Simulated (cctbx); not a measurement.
**Reading a Patterson map**

Space group C2/m (no. 12), a = 8.8430 Å, b = 12.7420 Å, c = 8.2220 Å, α = 90.00°, β = 115.86°, γ = 90.00°, content Te4 Ge4 K12 S8.

The data are simulated with cctbx, not measured: Cu Kα, λ = 1.54184 Å, to d = 0.83 Å, 50 % of the full sphere, strongest reflection 5000 counts, noise from counting, a 6 % proportional error and a noise floor of 2 counts (s.d.); no absorption.

Patterson synthesis, origin scaled to 1000:

```text
Patterson group C 1 2/m 1
      u       v       w   height  length (A)
  0.000   0.000   0.000   1000.0     0.00
  0.026   0.500   0.715    319.4     6.83
  0.254   0.000   0.984    310.7     2.30
  0.235   0.500   0.272    290.4     6.77
  0.083   0.500   0.800    190.0     6.70
  0.148   0.000   0.452    178.9     3.36
  0.229   0.347   0.163    171.3     4.81
  0.133   0.164   0.374    167.9     3.47
  0.041   0.349   0.576    143.9     5.76
  0.122   0.252   0.137    140.8     3.42
  0.104   0.328   0.650     78.9     5.38
  0.167   0.500   0.138     73.6     6.53
 -0.009   0.150   0.136     71.4     2.23
  0.140   0.246   0.849     64.0     3.77
```

**Question.** Which atom pairs make the peaks, and where is the heaviest atom?

A peak at u stands for all pairs with xi − xj = u, with weight Σ ZiZj against Σ Z² = 21292 at the origin. Peak heights follow these weights only roughly, since form factors, motion and series ripples differ, all vectors within 0.55 Å of a peak are counted as merged into it though the farther ones add only part of their weight, and F(000) is left out, which lowers the whole map:

| u | v | w | shortest length (Å) | height | 1000 ΣZiZj/ΣZ² | pairs in the cell |
| --- | --- | --- | --- | --- | --- | --- |
| 0.026 | 0.500 | 0.715 | 3.81 | 319 | 313 | 4 × Te–Ge |
| 0.254 | 0.000 | 0.984 | 2.31 | 311 | 313 | 4 × Te–Ge |
| 0.235 | 0.500 | 0.272 | 3.88 | 290 | 254 | 2 × Te–Te |
| 0.083 | 0.500 | 0.800 | 3.32 | 190 | 300 | 4 × Te–K, 8 × K–S |
| 0.148 | 0.000 | 0.452 | 3.36 | 179 | 186 | 4 × Te–K |
| 0.229 | 0.347 | 0.163 | 3.76 | 171 | 224 | 4 × Te–S, 4 × K–K |
| 0.133 | 0.164 | 0.374 | 3.47 | 168 | 243 | 4 × Te–K, 4 × K–S |
| 0.041 | 0.349 | 0.576 | 4.47 | 144 | 156 | 4 × Te–S |
| 0.122 | 0.252 | 0.137 | 3.42 | 141 | 186 | 4 × Te–K |
| 0.104 | 0.328 | 0.650 | 4.07 | 79 | 114 | 4 × Ge–K |

The table stops at ten peaks or at a height of 45, below which ripples compete. In the model behind the data Te, the heaviest element, has 1 independent site: (0.3676, 0, 0.1374), up to an allowed shift of origin; the Te–Te vectors are differences of these positions and their symmetry mates. The whole model:

| atom | mult. | x | y | z | Ueq (Å²) |
| --- | --- | --- | --- | --- | --- |
| Te1 | 4 | 0.3676 | 0 | 0.1374 | 0.0071 |
| Ge1 | 4 | 0.1107 | 0 | 0.1515 | 0.0057 |
| K1 | 4 | 1/2 | 0.8343 | 1/2 | 0.0159 |
| K2 | 4 | 1/4 | 3/4 | 0 | 0.0095 |
| K3 | 4 | 0.7824 | 0 | 0.3152 | 0.0124 |
| S1 | 8 | 0.5982 | 0.6468 | 0.2960 | 0.0085 |

This is a model crystal, built by substitution and not relaxed, with assumed displacement parameters.

[Logs are printed without paths, hosts, clocks, repeated set-up lines and the standing remarks that a program may print on its own settings, such as how far it seeks lower states.]
